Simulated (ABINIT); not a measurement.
# CsHgH3 (Pm-3m): phonons by linear response, part 3 of 4

How does CsHgH3 (Pm-3m) vibrate, and is this structure a minimum?

ABINIT 10.8.3; DFT LDA, scalar-relativistic, plane waves, PseudoDojo norm-conserving pseudopotentials.

So far. Step 5 (Relaxing the cell and atoms): The volume changes by +0.2 % in this run and stands -27.8 % from the first cell. Step 7 (Zone-centre response): The acoustic modes at Γ come out as far as 0.7 cm⁻¹ from zero, where they should vanish, a small numerical error. The relaxed cell has a = 4.168 Å (conventional setting).

The structure was built from a prototype and need not be the compound's stable phase.

**8. Modes with the sum rule**

anaddb reads the merged derivatives and imposes the acoustic sum rule.

File anaddb.abi:

```
ddb_filepath "gamma_DDB"
output_file "anaddb.abo"
outdata_prefix "anaddb"
asr 1
chneut 1
enunit 2
eivec 1
nph1l 1
qph1l 0.0 0.0 0.0 1.0
```

File mrgddb.in:

```
gamma_DDB
merged
2
dfpt_gammao_DDB
gso_DDB
```

Run with:

```bash
$ mrgddb < mrgddb.in > mrgddb.log
$ OMP_NUM_THREADS=1 anaddb anaddb.abi > anaddb.log
```

Numbers of over 12 decimals in the logs are rounded to 6 here.

anaddb.abo, the main output file:

```text
-outvars_anaddb: echo values of input variables ----------------------

 Miscellaneous information :
      enunit         2
       eivec         1
         asr         1
 First list of wavevector (reduced coord.) :
       nph1l         1
       qph1l
                     0.00000000E+00  0.00000000E+00  0.00000000E+00    1.000E+00

================================================================================

 read the DDB information and perform some checks

  ==== Info on the Cryst% object ====
 Real(R)+Recip(G) space primitive vectors, cartesian coordinates (Bohr,Bohr^-1):
 R(1)=  7.8757108  0.0000000  0.0000000  G(1)=  0.1269727  0.0000000  0.0000000
 R(2)=  0.0000000  7.8757108  0.0000000  G(2)=  0.0000000  0.1269727  0.0000000
 R(3)=  0.0000000  0.0000000  7.8757108  G(3)=  0.0000000  0.0000000  0.1269727
 Unit cell volume ucvol=  4.8850530E+02 bohr^3
 Angles (23,13,12)=  9.00000000E+01  9.00000000E+01  9.00000000E+01 degrees
 Time-reversal symmetry is present
 Reduced atomic positions [iatom, xred, symbol]:
    1)    0.0000000  0.0000000  0.0000000  Cs
    2)    0.5000000  0.5000000  0.5000000  Hg
    3)    0.5000000  0.5000000  0.0000000   H
    4)    0.5000000  0.0000000  0.5000000   H
    5)    0.0000000  0.5000000  0.5000000   H

 DDB file with 3 blocks has been read.

================================================================================

 Treat the first list of vectors

  Phonon wavevector (reduced coordinates) :  0.00000  0.00000  0.00000
 Phonon energies in Hartree :
   0.000000E+00  0.000000E+00  0.000000E+00  4.008037E-04  4.008037E-04
   4.008037E-04  2.568622E-03  2.568622E-03  2.568622E-03  3.332796E-03
   3.332796E-03  3.332796E-03  4.123812E-03  4.123812E-03  4.123812E-03
 Phonon energies in meV     :
-  0.000000E+00  0.000000E+00  0.000000E+00  1.090642E+01  1.090642E+01
-  1.090642E+01  6.989576E+01  6.989576E+01  6.989576E+01  9.068999E+01
-  9.068999E+01  9.068999E+01  1.122146E+02  1.122146E+02  1.122146E+02
 Phonon frequencies in cm-1    :
-  0.000000E+00  0.000000E+00  0.000000E+00  8.796624E+01  8.796624E+01
-  8.796624E+01  5.637474E+02  5.637474E+02  5.637474E+02  7.314641E+02
-  7.314641E+02  7.314641E+02  9.050721E+02  9.050721E+02  9.050721E+02
 Phonon frequencies in Thz     :
-  0.000000E+00  0.000000E+00  0.000000E+00  2.637162E+00  2.637162E+00
-  2.637162E+00  1.690072E+01  1.690072E+01  1.690072E+01  2.192874E+01
-  2.192874E+01  2.192874E+01  2.713338E+01  2.713338E+01  2.713338E+01
 Phonon energies in Kelvin  :
-  0.000000E+00  0.000000E+00  0.000000E+00  1.265638E+02  1.265638E+02
-  1.265638E+02  8.111067E+02  8.111067E+02  8.111067E+02  1.052414E+03
-  1.052414E+03  1.052414E+03  1.302197E+03  1.302197E+03  1.302197E+03

 Eigendisplacements
 (will be given, for each mode : in cartesian coordinates
   for each atom the real part of the displacement vector,
   then the imaginary part of the displacement vector - absolute values smaller than 1.0d-7 are set to zero)
  Mode number    1   Energy    0.000000E+00
 Attention : low frequency mode.
   (Could be unstable or acoustic mode)
-  1  0.00000000E+00  0.00000000E+00 -1.27678164E-03
-     0.00000000E+00  0.00000000E+00  0.00000000E+00
-  2  0.00000000E+00  0.00000000E+00 -1.27677362E-03
-     0.00000000E+00  0.00000000E+00  0.00000000E+00
-  3  0.00000000E+00  0.00000000E+00 -1.27677795E-03
-     0.00000000E+00  0.00000000E+00  0.00000000E+00
-  4  0.00000000E+00  0.00000000E+00 -1.27677852E-03
-     0.00000000E+00  0.00000000E+00  0.00000000E+00
-  5  0.00000000E+00  0.00000000E+00 -1.27677852E-03
-     0.00000000E+00  0.00000000E+00  0.00000000E+00
  Mode number    2   Energy    0.000000E+00
 Attention : low frequency mode.
   (Could be unstable or acoustic mode)
-  1  0.00000000E+00  1.27678164E-03  0.00000000E+00
-     0.00000000E+00  0.00000000E+00  0.00000000E+00
-  2  0.00000000E+00  1.27677362E-03  0.00000000E+00
-     0.00000000E+00  0.00000000E+00  0.00000000E+00
-  3  0.00000000E+00  1.27677852E-03  0.00000000E+00
-     0.00000000E+00  0.00000000E+00  0.00000000E+00
-  4  0.00000000E+00  1.27677795E-03  0.00000000E+00
-     0.00000000E+00  0.00000000E+00  0.00000000E+00
-  5  0.00000000E+00  1.27677852E-03  0.00000000E+00
-     0.00000000E+00  0.00000000E+00  0.00000000E+00
  Mode number    3   Energy    0.000000E+00
 Attention : low frequency mode.
   (Could be unstable or acoustic mode)
-  1  1.27678164E-03  0.00000000E+00  0.00000000E+00
-     0.00000000E+00  0.00000000E+00  0.00000000E+00
-  2  1.27677362E-03  0.00000000E+00  0.00000000E+00
-     0.00000000E+00  0.00000000E+00  0.00000000E+00
-  3  1.27677852E-03  0.00000000E+00  0.00000000E+00
-     0.00000000E+00  0.00000000E+00  0.00000000E+00
-  4  1.27677852E-03  0.00000000E+00  0.00000000E+00
-     0.00000000E+00  0.00000000E+00  0.00000000E+00
-  5  1.27677795E-03  0.00000000E+00  0.00000000E+00
-     0.00000000E+00  0.00000000E+00  0.00000000E+00
  Mode number    4   Energy    4.008037E-04
-  1  0.00000000E+00  0.00000000E+00 -1.56797329E-03
-     0.00000000E+00  0.00000000E+00  0.00000000E+00
-  2  0.00000000E+00  0.00000000E+00  1.04861415E-03
-     0.00000000E+00  0.00000000E+00  0.00000000E+00
-  3  0.00000000E+00  0.00000000E+00 -5.89677465E-04
-     0.00000000E+00  0.00000000E+00  0.00000000E+00
-  4  0.00000000E+00  0.00000000E+00 -6.71504025E-04
-     0.00000000E+00  0.00000000E+00  0.00000000E+00
-  5  0.00000000E+00  0.00000000E+00 -6.71504025E-04
-     0.00000000E+00  0.00000000E+00  0.00000000E+00
  Mode number    5   Energy    4.008037E-04
-  1  1.24985559E-07 -1.56797329E-03  0.00000000E+00
-     0.00000000E+00  0.00000000E+00  0.00000000E+00
-  2  0.00000000E+00  1.04861414E-03  0.00000000E+00
-     0.00000000E+00  0.00000000E+00  0.00000000E+00
-  3  0.00000000E+00 -6.71504023E-04  0.00000000E+00
-     0.00000000E+00  0.00000000E+00  0.00000000E+00
-  4  0.00000000E+00 -5.89677463E-04  0.00000000E+00
-     0.00000000E+00  0.00000000E+00  0.00000000E+00
-  5  0.00000000E+00 -6.71504023E-04  0.00000000E+00
-     0.00000000E+00  0.00000000E+00  0.00000000E+00
  Mode number    6   Energy    4.008037E-04
-  1  1.56797329E-03  1.24985556E-07  0.00000000E+00
-     0.00000000E+00  0.00000000E+00  0.00000000E+00
-  2 -1.04861414E-03  0.00000000E+00  0.00000000E+00
-     0.00000000E+00  0.00000000E+00  0.00000000E+00
-  3  6.71504023E-04  0.00000000E+00  0.00000000E+00
-     0.00000000E+00  0.00000000E+00  0.00000000E+00
-  4  6.71504023E-04  0.00000000E+00  0.00000000E+00
-     0.00000000E+00  0.00000000E+00  0.00000000E+00
-  5  5.89677463E-04  0.00000000E+00  0.00000000E+00
-     0.00000000E+00  0.00000000E+00  0.00000000E+00
  Mode number    7   Energy    2.568622E-03
-  1  0.00000000E+00  0.00000000E+00  1.94643536E-04
-     0.00000000E+00  0.00000000E+00  0.00000000E+00
-  2  0.00000000E+00  0.00000000E+00  7.10105100E-05
-     0.00000000E+00  0.00000000E+00  0.00000000E+00
-  3 -4.36803279E-07  8.26700202E-07 -1.58887311E-02
-     0.00000000E+00  0.00000000E+00  0.00000000E+00
-  4 -4.36803279E-07  1.09879169E-06 -1.19542379E-02
-     0.00000000E+00  0.00000000E+00  0.00000000E+00
-  5 -5.80568154E-07  8.26700202E-07 -1.19542379E-02
-     0.00000000E+00  0.00000000E+00  0.00000000E+00
  Mode number    8   Energy    2.568622E-03
-  1  0.00000000E+00  1.94643535E-04  0.00000000E+00
-     0.00000000E+00  0.00000000E+00  0.00000000E+00
-  2  0.00000000E+00  7.10105096E-05  0.00000000E+00
-     0.00000000E+00  0.00000000E+00  0.00000000E+00
-  3 -1.34108839E-06 -1.19542378E-02 -1.09872655E-06
-     0.00000000E+00  0.00000000E+00  0.00000000E+00
-  4 -1.34108839E-06 -1.58887310E-02 -8.26651194E-07
-     0.00000000E+00  0.00000000E+00  0.00000000E+00
-  5 -1.78248024E-06 -1.19542378E-02 -8.26651194E-07
-     0.00000000E+00  0.00000000E+00  0.00000000E+00
  Mode number    9   Energy    2.568622E-03
-  1  1.94643536E-04  0.00000000E+00  0.00000000E+00
-     0.00000000E+00  0.00000000E+00  0.00000000E+00
-  2  7.10105097E-05  0.00000000E+00  0.00000000E+00
-     0.00000000E+00  0.00000000E+00  0.00000000E+00
-  3 -1.19542379E-02  1.34105818E-06  5.80691418E-07
-     0.00000000E+00  0.00000000E+00  0.00000000E+00
-  4 -1.19542379E-02  1.78244008E-06  4.36896018E-07
-     0.00000000E+00  0.00000000E+00  0.00000000E+00
-  5 -1.58887310E-02  1.34105818E-06  4.36896018E-07
-     0.00000000E+00  0.00000000E+00  0.00000000E+00
  Mode number   10   Energy    3.332796E-03
-  1  0.00000000E+00  0.00000000E+00  0.00000000E+00
-     0.00000000E+00  0.00000000E+00  0.00000000E+00
-  2  0.00000000E+00  0.00000000E+00  0.00000000E+00
-     0.00000000E+00  0.00000000E+00  0.00000000E+00
-  3  0.00000000E+00  4.74461552E-07  0.00000000E+00
-     0.00000000E+00  0.00000000E+00  0.00000000E+00
-  4  0.00000000E+00  0.00000000E+00 -1.64963404E-02
-     0.00000000E+00  0.00000000E+00  0.00000000E+00
-  5  0.00000000E+00 -4.74461552E-07  1.64963404E-02
-     0.00000000E+00  0.00000000E+00  0.00000000E+00
  Mode number   11   Energy    3.332796E-03
-  1  0.00000000E+00  0.00000000E+00  0.00000000E+00
-     0.00000000E+00  0.00000000E+00  0.00000000E+00
-  2  0.00000000E+00  0.00000000E+00  0.00000000E+00
-     0.00000000E+00  0.00000000E+00  0.00000000E+00
-  3  3.31204653E-07  1.64963404E-02  0.00000000E+00
-     0.00000000E+00  0.00000000E+00  0.00000000E+00
-  4 -3.31204653E-07  0.00000000E+00  4.74461553E-07
-     0.00000000E+00  0.00000000E+00  0.00000000E+00
-  5  0.00000000E+00 -1.64963404E-02 -4.74461553E-07
-     0.00000000E+00  0.00000000E+00  0.00000000E+00
  Mode number   12   Energy    3.332796E-03
-  1  0.00000000E+00  0.00000000E+00  0.00000000E+00
-     0.00000000E+00  0.00000000E+00  0.00000000E+00
-  2  0.00000000E+00  0.00000000E+00  0.00000000E+00
-     0.00000000E+00  0.00000000E+00  0.00000000E+00
-  3  1.64963404E-02 -3.31204654E-07  0.00000000E+00
-     0.00000000E+00  0.00000000E+00  0.00000000E+00
-  4 -1.64963404E-02  0.00000000E+00  0.00000000E+00
-     0.00000000E+00  0.00000000E+00  0.00000000E+00
-  5  0.00000000E+00  3.31204654E-07  0.00000000E+00
-     0.00000000E+00  0.00000000E+00  0.00000000E+00
  Mode number   13   Energy    4.123812E-03
-  1  0.00000000E+00  0.00000000E+00  3.15943543E-05
-     0.00000000E+00  0.00000000E+00  0.00000000E+00
-  2  0.00000000E+00  0.00000000E+00  6.84047003E-06
-     0.00000000E+00  0.00000000E+00  0.00000000E+00
-  3  0.00000000E+00  0.00000000E+00  1.70243601E-02
-     0.00000000E+00  0.00000000E+00  0.00000000E+00
-  4  0.00000000E+00  0.00000000E+00 -1.12758309E-02
-     0.00000000E+00  0.00000000E+00  0.00000000E+00
-  5  0.00000000E+00  0.00000000E+00 -1.12758309E-02
-     0.00000000E+00  0.00000000E+00  0.00000000E+00
  Mode number   14   Energy    4.123812E-03
-  1  0.00000000E+00  3.15943541E-05  0.00000000E+00
-     0.00000000E+00  0.00000000E+00  0.00000000E+00
-  2  0.00000000E+00  6.84046999E-06  0.00000000E+00
-     0.00000000E+00  0.00000000E+00  0.00000000E+00
-  3 -1.27599209E-06 -1.12758308E-02  0.00000000E+00
-     0.00000000E+00  0.00000000E+00  0.00000000E+00
-  4 -1.27599209E-06  1.70243600E-02  0.00000000E+00
-     0.00000000E+00  0.00000000E+00  0.00000000E+00
-  5  1.92650537E-06 -1.12758308E-02  0.00000000E+00
-     0.00000000E+00  0.00000000E+00  0.00000000E+00
  Mode number   15   Energy    4.123812E-03
-  1  3.15943541E-05  0.00000000E+00  0.00000000E+00
-     0.00000000E+00  0.00000000E+00  0.00000000E+00
-  2  6.84046999E-06  0.00000000E+00  0.00000000E+00
-     0.00000000E+00  0.00000000E+00  0.00000000E+00
-  3 -1.12758308E-02  1.27599209E-06  0.00000000E+00
-     0.00000000E+00  0.00000000E+00  0.00000000E+00
-  4 -1.12758308E-02 -1.92650537E-06  0.00000000E+00
-     0.00000000E+00  0.00000000E+00  0.00000000E+00
-  5  1.70243600E-02  1.27599209E-06  0.00000000E+00
-     0.00000000E+00  0.00000000E+00  0.00000000E+00

 Analysis of degeneracies and characters (maximum tolerance=1.00E-06 a.u.)
 For each vibration mode, or group of modes if degenerate,
 the characters are given for each symmetry operation (see the list in the log file).
 Symmetry characters of vibration mode #   1
       degenerate with vibration modes #   2 to    3
  3.0 -3.0 -1.0  1.0 -1.0  1.0 -1.0  1.0  1.0 -1.0 -1.0  1.0  1.0 -1.0 -1.0  1.0
 -0.0  0.0 -0.0  0.0  0.0 -0.0  0.0 -0.0  1.0 -1.0 -1.0  1.0 -1.0  1.0  1.0 -1.0
 -0.0  0.0  0.0 -0.0  0.0 -0.0 -0.0  0.0  1.0 -1.0  1.0 -1.0 -1.0  1.0 -1.0  1.0
 Symmetry characters of vibration mode #   4
       degenerate with vibration modes #   5 to    6
  3.0 -3.0 -1.0  1.0 -1.0  1.0 -1.0  1.0  1.0 -1.0 -1.0  1.0  1.0 -1.0 -1.0  1.0
 -0.0  0.0 -0.0  0.0  0.0 -0.0  0.0 -0.0  1.0 -1.0 -1.0  1.0 -1.0  1.0  1.0 -1.0
 -0.0  0.0  0.0 -0.0  0.0 -0.0 -0.0  0.0  1.0 -1.0  1.0 -1.0 -1.0  1.0 -1.0  1.0
 Symmetry characters of vibration mode #   7
       degenerate with vibration modes #   8 to    9
  3.0 -3.0 -1.0  1.0 -1.0  1.0 -1.0  1.0  1.0 -1.0 -1.0  1.0  1.0 -1.0 -1.0  1.0
 -0.0  0.0 -0.0  0.0  0.0 -0.0 -0.0  0.0  1.0 -1.0 -1.0  1.0 -1.0  1.0  1.0 -1.0
 -0.0  0.0  0.0 -0.0 -0.0  0.0 -0.0  0.0  1.0 -1.0  1.0 -1.0 -1.0  1.0 -1.0  1.0
 Symmetry characters of vibration mode #  10
       degenerate with vibration modes #  11 to   12
  3.0 -3.0 -1.0  1.0 -1.0  1.0 -1.0  1.0 -1.0  1.0  1.0 -1.0 -1.0  1.0  1.0 -1.0
  0.0 -0.0  0.0 -0.0 -0.0  0.0 -0.0  0.0 -1.0  1.0  1.0 -1.0  1.0 -1.0 -1.0  1.0
  0.0 -0.0 -0.0  0.0 -0.0  0.0  0.0 -0.0 -1.0  1.0 -1.0  1.0  1.0 -1.0  1.0 -1.0
 Symmetry characters of vibration mode #  13
       degenerate with vibration modes #  14 to   15
  3.0 -3.0 -1.0  1.0 -1.0  1.0 -1.0  1.0  1.0 -1.0 -1.0  1.0  1.0 -1.0 -1.0  1.0
 -0.0  0.0 -0.0  0.0  0.0 -0.0  0.0 -0.0  1.0 -1.0 -1.0  1.0 -1.0  1.0  1.0 -1.0
 -0.0  0.0  0.0 -0.0  0.0 -0.0 -0.0  0.0  1.0 -1.0  1.0 -1.0 -1.0  1.0 -1.0  1.0
-
```

Wall time 0.52 s (1 thread of Arm Neoverse V1, shared host).

No LO-TO term; unit eigenvectors of the mass-weighted matrix, from anaddb's displacements. Modes at Γ, with each element's share of the kinetic energy:

```
mode  frequency (cm⁻¹)  symmetry  Cs %  Hg %  H %
   1               0.0  acoustic    39    60    1
   2               0.0  acoustic    39    60    1
   3               0.0  acoustic    39    60    1
   4              88.0       T1u    60    40    0
   5              88.0       T1u    60    40    0
   6              88.0       T1u    60    40    0
   7             563.7       T1u     1     0   99
   8             563.7       T1u     1     0   99
   9             563.7       T1u     1     0   99
  10             731.5       T2u     0     0  100
  11             731.5       T2u     0     0  100
  12             731.5       T2u     0     0  100
  13             905.1       T1u     0     0  100
  14             905.1       T1u     0     0  100
  15             905.1       T1u     0     0  100
```

Displacements in mode 4 (88.0 cm⁻¹), the largest set to 1:
```
Cs1  0.00  0.00 -1.00
Hg2  0.00  0.00  0.67
H3   0.00  0.00 -0.38
H4   0.00  0.00 -0.43
H5   0.00  0.00 -0.43
```

Displacements in mode 7 (563.7 cm⁻¹), the largest set to 1:
```
Cs1  0.00  0.00  0.01
Hg2  0.00  0.00  0.00
H3   0.00  0.00 -1.00
H4   0.00  0.00 -0.75
H5   0.00  0.00 -0.75
```

The rule moves no optical mode by more than 0.1 cm⁻¹.

**9. Linear response on the mesh**

Linear response treats each wavevector in the unit cell, with no supercell; the 2×2×2 mesh fixes the range of the force constants to be had.

File dfpt_q.abi:

```
ndtset 3

# wavevectors
qpt1 0.5 0.0 0.0
qpt2 0.5 0.5 0.0
qpt3 0.5 0.5 0.5

# displacements
getwfk_filepath "gso_WFK"
getwfq_filepath "gso_WFK"
kptopt 3
nqpt 1
rfphon 1
rfatpol 1 5
rfdir 1 1 1
tolvrs 1.0d-10
prtwf 0

# basis, mesh and filling
ecut 31.0
ngkpt 6 6 6
nshiftk 1
shiftk 0.0 0.0 0.0
istwfk *1
occopt 7
tsmear 0.01
nband 24
nstep 100
diemac 1000000.0
prtebands 0
prtgsr 0
useylm 1

# cell and atoms
acell 3*1.0 Angstrom
rprim 
    4.167646656 0.0 0.0
    0.0 4.167646656 0.0
    0.0 0.0 4.167646656
ntypat 3
znucl 55 80 1
natom 5
typat 1 2 3 3 3
xred 
    0.0 0.0 0.0
    0.5 0.5 0.5
    0.5 0.5 0.0
    0.5 0.0 0.5
    0.0 0.5 0.5
pp_dirpath "./pseudo"
pseudos "Cs.upf, Hg.upf, H.upf"
```

Run with:

```bash
$ OMP_NUM_THREADS=1 mpirun -n 4 abinit dfpt_q.abi > dfpt_q.log
```

dfpt_q.abo, the main output file:

```text
[banners, grids, parts of the stress and lines that vanish by symmetry left out]
- input  file    -> dfpt_q.abi
- output file    -> dfpt_q.abo
- root for input  files -> dfpt_qi
[...]
DATASET    1 : space group Pm -3 m (#221); Bravais cP (primitive cubic)
[...]
nfft =       64000          nkpt =         216
[...]
DATASET    2 : space group Pm -3 m (#221); Bravais cP (primitive cubic)
[...]
nfft =       64000          nkpt =         216
[...]
DATASET    3 : space group Pm -3 m (#221); Bravais cP (primitive cubic)
[...]
nfft =       64000          nkpt =         216
[...]
== DATASET  1 ==================================================================
[...]
cutoff_energies: {ecut:  31.0, pawecutdg:  -1.0, }
[...]
Perturbation : displacement of atom   1   along direction   1
[...]
-ETOT  1   6.532986     -7.311E+02 2.714E+00 4.166E+04
 ETOT  2   2.758860     -3.774E+00 4.700E-01 4.772E+02
 ETOT  3   2.681483     -7.738E-02 5.437E-02 7.473E+02
 ETOT  4   2.596921     -8.456E-02 1.132E-02 4.974E+01
 ETOT  5   2.591674     -5.247E-03 3.107E-03 2.963E-01
[...]
At SCF step   12       vres2   =  1.69E-11 < tolvrs=  1.00E-10 =>converged.
[...]
Perturbation : displacement of atom   1   along direction   2
[...]
-ETOT  1   2.602773     -5.856E+02 2.822E+00 1.586E+01
[...]
At SCF step   10       vres2   =  1.84E-11 < tolvrs=  1.00E-10 =>converged.
[...]
Perturbation : displacement of atom   2   along direction   1
[...]
-ETOT  1   7.883287     -1.028E+04 1.925E+01 1.549E+04
[...]
At SCF step   12       vres2   =  4.30E-11 < tolvrs=  1.00E-10 =>converged.
[...]
Perturbation : displacement of atom   2   along direction   2
[...]
-ETOT  1   3.978743     -9.547E+03 1.975E+01 1.936E+02
[...]
At SCF step   11       vres2   =  5.52E-11 < tolvrs=  1.00E-10 =>converged.
[...]
Perturbation : displacement of atom   3   along direction   1
[...]
-ETOT  1   1.904768     -5.631E+01 2.685E-01 4.514E+03
[...]
Perturbation : displacement of atom   3   along direction   2
[...]
-ETOT  1   1.467475     -5.491E+01 2.582E-01 3.570E+02
[...]
Perturbation : displacement of atom   3   along direction   3
[...]
-ETOT  1   1.812647     -5.581E+01 5.018E-01 8.979E+02
[...]
Perturbation : displacement of atom   5   along direction   1
[...]
-ETOT  1 -0.174047     -5.964E+01 2.875E-01 4.724E+03
[...]
Perturbation : displacement of atom   5   along direction   2
[...]
-ETOT  1   1.327450     -5.505E+01 2.526E-01 3.617E+02
[...]
Phonon wavevector (reduced coordinates) :  0.50000  0.00000  0.00000
 Phonon energies in Hartree :
[...]
Phonon frequencies in cm-1    :
- -5.585613E+02  5.678533E+01  5.678533E+01  8.334450E+01  8.334450E+01
-  8.707032E+01  9.114560E+01  6.396386E+02  6.396386E+02  7.169721E+02
-  7.169721E+02  7.792063E+02  8.194772E+02  8.758656E+02  8.758656E+02
[...]
== DATASET  2 ==================================================================
[...]
cutoff_energies: {ecut:  31.0, pawecutdg:  -1.0, }
[...]
-  1.00000   1.00000  180309                  znucl, zion, pspdat
[...]
Perturbation : displacement of atom   1   along direction   1
[...]
-ETOT  1   3.092329     -6.349E+02 8.200E+01 5.337E+02
[...]
Perturbation : displacement of atom   2   along direction   1
[...]
-ETOT  1   6.960093     -9.790E+03 1.921E+01 3.324E+03
[...]
Perturbation : displacement of atom   3   along direction   1
[...]
-ETOT  1   1.417430     -5.557E+01 9.550E-01 6.982E+02
[...]
At SCF step    9       vres2   =  9.98E-11 < tolvrs=  1.00E-10 =>converged.
[...]
Perturbation : displacement of atom   3   along direction   3
[...]
-ETOT  1 -0.517440     -5.875E+01 5.626E-01 4.017E+02
[...]
ETOT 10 -0.747068     -1.990E-12 2.692E-03 2.288E-10
 ETOT 11 -0.747068     -1.776E-12 5.522E-01 7.130E-12
 At SCF step   11       vres2   =  7.13E-12 < tolvrs=  1.00E-10 =>converged.
[...]
Phonon wavevector (reduced coordinates) :  0.50000  0.50000  0.50000
 Phonon energies in Hartree :
[...]
Phonon frequencies in cm-1    :
- -7.697349E+02 -7.697349E+02  9.032167E+01  9.032167E+01  9.032167E+01
-  9.170543E+01  9.170543E+01  9.170543E+01  4.875552E+02  6.728583E+02
-  6.728583E+02  6.728583E+02  7.839570E+02  7.839570E+02  7.839570E+02
[...]
strten2     0.0000000000E+00  0.0000000000E+00  0.0000000000E+00
           strten3     0.0000000000E+00  0.0000000000E+00  0.0000000000E+00
================================================================================
```

It took 46 min on 4 MPI ranks; 3.1 h of CPU time.

This step gave:

```
lowest mode on the q mesh (acoustic ones at the zone centre apart) : -769.7 cm⁻¹
```

Frequencies (cm⁻¹) before the sum rule at the irreducible wavevectors but Γ, which is solved apart; negative means imaginary. Frequencies by wavevector:

| q (fractions) | star | mode 1 | mode 2 | mode 3 | mode 4 | mode 13 | mode 14 | mode 15 |
| --- | --- | --- | --- | --- | --- | --- | --- | --- |
| 0.5 0 0 | 3 | -558.6 | 56.79 | 56.79 | 83.34 | 819.5 | 875.9 | 875.9 |
| 0.5 0.5 0 | 3 | -726.2 | 30.52 | 54.68 | 54.68 | 772.5 | 772.5 | 816 |
| 0.5 0.5 0.5 | 1 | -769.7 | -769.7 | 90.32 | 90.32 | 784 | 784 | 784 |

[end of part 3 of 4]

[Host names and launcher messages were left out of these logs when they were recorded.]

[Logs are printed without paths, hosts, clocks, repeated set-up lines and the standing remarks that a program may print on its own settings, such as how far it seeks lower states.]

[Hosts, paths, dates, database ids (printed as entryN), source tags and the programs' standing remarks are cut or masked in the printed files.]
